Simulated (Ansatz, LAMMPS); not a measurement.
# An extra electron or hole in a frame of aqueous Ca2+ and triflate, 1.2 mol of salt per kg of water from 300 K (152 atoms): runs compared

Does an extra electron or hole in a frame of aqueous Ca2+ and triflate, 1.2 mol of salt per kg of water from 300 K (152 atoms) stay spread out, or do the atoms trap it?

Computed with Ansatz 0.2.0: Kohn-Sham DFT, PBE+D3(BJ), PAW (set soft_2), plane waves.

In doubt: warnings of the run leave room for a lower electronic state (in some of the runs), so energies may not be the lowest and differences between runs may mislead.

### Step 1. The cell as built

The cell holds 152 atoms: 51 O, 2 S, 2 C, 6 F, 90 H and 1 Ca. Its edges and angles: a = 11.629 Å, b = 11.629 Å, c = 11.629 Å, α = 90.0°, β = 90.0°, γ = 90.0°. 45 H2O, 1 Ca2+, 2 triflate placed at random, at 1.21 g/cm³; overlaps pushed apart, then 10 ps at 420 K with divalent ions of Li, Roberts, Chakravorty and Merz (J. Chem. Theory Comput. 9, 2733 (2013)); MMFF94 bonds, angles, torsions, charges and radii (Halgren, J. Comput. Chem. 17, 490 (1996)) in harmonic and 12-6 forms; SPC/E water (Berendsen, Grigera and Straatsma, J. Phys. Chem. 91, 6269 (1987)). Snapshot after 20 ps at 300 K and fixed volume.

What the set-up can't give: The network of contacts between molecules at the start is that of the classical potential that made the cell, and needn't be the one that DFT or experiment would give. Only the Γ point is sampled, in a cell whose shortest periodic width is 12 Å. The liquid is relaxed first, so the results are those of a frozen frame at zero temperature.

### Step 2. The reference run

The reference is a single point at the end of the relaxation.

The charged cells start from the geometry of this run, on a uniform background, with spin and a narrow Fermi–Dirac smearing.

Its input, with most atom lines left out:

```yaml
crystal:
  lattice:
    - [11.62932, 0.0, 0.0]
    - [0.0, 11.62932, 0.0]
    - [0.0, 0.0, 11.62932]
  atoms:
    - { symbol: O, position: [0.91645, 0.26753, 0.925] }
    - { symbol: S, position: [0.98011, 0.27769, 0.81481] }
    - { symbol: O, position: [0.0917, 0.21878, 0.81452] }
    - { symbol: O, position: [0.90896, 0.25706, 0.71351] }
    - { symbol: C, position: [0.01454, 0.43428, 0.80424] }
    - { symbol: F, position: [0.08333, 0.45199, 0.71331] }
    - { symbol: F, position: [0.06677, 0.47413, 0.89891] }
    [... atom lines 8 to 152 left out ...]
kpoints:
  mp_grid: { grid: [1, 1, 1] }
hamiltonian:
  xc: pbe
  dispersion: d3bj
scf:
  occupations: { method: fermi_dirac, width: 0.025 }
output:
  forces: true
  stress: true
  populations: true
  dos:
    method: { smearing: { sigma: 0.1 } }
    de: 0.1
    projected: { site_lists: { C: [C], Ca: [Ca], F: [F], H: [H], O: [O] } }
  eigenvalues: true
  write_density: true
  write_potential: true
  volumetric_format: npy
  elf: true
```

```
free energy per atom   : -259.0100 eV/atom
r.m.s. force component : 0.00684 eV/Å
pressure               : -0.02622 GPa
```

Filled and empty levels are parted by 5.01 eV (at Γ alone); a semilocal functional tends to put such gaps too low. In a disordered cell it changes from sample to sample and from frame to frame.

### Step 3. The runs

Each row is one run, on 4 threads of AMD EPYC 9R45, shared host. The free energy is the program's total, comparable only between runs with the same functional, potentials and atoms; between charge states it hangs on the program's zero of potential.

| run | atoms | outcome | ionic steps, all passes | free energy (eV) | time | host memory (GiB) |
| --- | --- | --- | --- | --- | --- | --- |
| Single point at the start | 152 | converged | - | -39360.169 | 5.8 s | 2.1 |
| Relaxation | 152 | converged | 59 | -39369.524 | 3.7 min | 2.1 |
| Single point at the relaxed geometry | 152 | converged | - | -39369.524 | 9 s | 2.1 |
| An extra electron, atoms held | 152 | converged | - | -39366.503 | 27 s | 3.5 |
| An extra electron, atoms relaxed | 152 | converged | 5 | -39366.521 | 49 s | 3.4 |
| An extra electron, levels at the relaxed geometry | 152 | converged | - | -39366.521 | 27 s | 3.5 |
| Neutral at the geometry of the electron | 152 | converged | - | -39369.504 | 7.6 s | 2.1 |
| An extra hole, atoms held | 152 | converged | - | -39367.275 | 54 s | 3.4 |
| An extra hole, atoms relaxed | 152 | converged | 13 | -39367.657 | 2.9 min | 3.4 |
| An extra hole, levels at the relaxed geometry | 152 | converged | - | -39367.657 | 24 s | 3.5 |
| Neutral at the geometry of the hole | 152 | converged | - | -39367.379 | 7.6 s | 2.1 |

In some runs the program notes that the exchange-correlation potential is rough where the density is thin and starting moments were not kept. Further notices: earlier solves read negative; negative dielectric reading.

The surroundings of O80, which holds the most spin of the extra hole after relaxation, nearest first, numbered as they follow in the input and with coordinates relative to it.

| atom | x | y | z | distance (Å) | Löwdin charge (e) | moment (μB) |
| --- | --- | --- | --- | --- | --- | --- |
| O80 | 0.00 | 0.00 | 0.00 | 0.00 | -0.50 | 0.21 |
| H82 | 0.78 | 0.32 | 0.60 | 1.03 | 0.38 | 0.00 |
| H81 | -0.16 | -1.05 | 0.18 | 1.07 | 0.37 | 0.00 |
| O137 | 1.30 | -0.36 | -1.71 | 2.18 | -0.53 | 0.21 |
| H139 | 1.84 | 0.54 | -1.50 | 2.43 | 0.37 | 0.00 |
| O65 | -0.54 | -2.41 | 0.14 | 2.48 | -0.66 | 0.00 |
| O59 | 2.05 | 0.74 | 1.41 | 2.60 | -0.67 | 0.00 |
| H138 | 1.94 | -1.10 | -1.34 | 2.60 | 0.37 | 0.00 |
| Ca152 | -1.09 | 0.04 | -2.37 | 2.61 | 1.75 | 0.00 |

### Step 4. Energies and spread of the extra charge

Energies are differences within one cell and functional; the shift is the gain plus the neutral cell's energy at the new geometry, that is how much cheaper the vertical process becomes there. The spread is the participation number of the site moments (1/Σw², over the spin inside atomic spheres), with the atom that holds the largest share and the spin that the spheres hold in all.

| carrier | charged less neutral, atoms held (eV) | gain on relaxing (eV) | neutral cell at that geometry, less the reference (eV) | shift of the vertical energy (eV) | spread, atoms held | spread, relaxed |
| --- | --- | --- | --- | --- | --- | --- |
| electron | 3.021 | 0.019 | 0.020 | 0.039 | - | - |
| hole | 2.250 | 0.382 | 2.146 | 2.528 | 23; O41 9 % of 0.39 μB | 2; O80 48 % of 0.44 μB |

### Step 5. Findings

The extra electron gains 0.019 eV as the atoms relax: so small a gain shows no trapping at this level. The cell with the electron keeps a moment of only 0.00 μB where one unpaired electron should give 1 μB: the carrier is shared between both spins, which can hide trapping. The extra hole gains 0.38 eV as the atoms relax, and its spin goes from about 23 to 2 atoms: the atoms trap it, with the largest share on O80. The O80–O137 distance goes from 3.07 to 2.18 Å, a pair of like atoms sharing the hole in a three-electron bond, which semilocal functionals tend to over-stabilise. With the atoms held, the spheres hold only 0.39 of the 1.00 μB, so the spread is read from a small part of the spin. Adding the two vertical energies gives 5.27 eV, against a gap of 5.01 eV in the neutral cell. The zero of the potential cancels in this sum; the excess isn't taken apart here: charging of a small cell, filling of bands on a coarse mesh and the attraction to the background can all enter.

**Limits.** Single energies of charged cells hang on the program's zero of potential. In the spin-polarised runs the search for a state of lower energy was switched off. No distortion was seeded, so a trapped state behind a barrier can't be found. Local and semilocal functionals favour spread-out charges, so trapping can be missed. The density was typed from a rule of thumb and may lie off the real one at this temperature. Charged cells carry a uniform background, with no correction for images.

The DFT runs together took 10 min of wall time.

[Logs are printed without paths, hosts, clocks, repeated set-up lines and the standing remarks that a program may print on its own settings, such as how far it seeks lower states.]

[Hosts, paths, dates, database ids (printed as entryN), source tags and the programs' standing remarks are cut or masked in the printed files.]

[The MMFF94 radii named for the starting cell were scaled by 0.96; in molecules described by MMFF94, hydrogen bound to N, O or S took a small fixed 12-6 site in their place.]
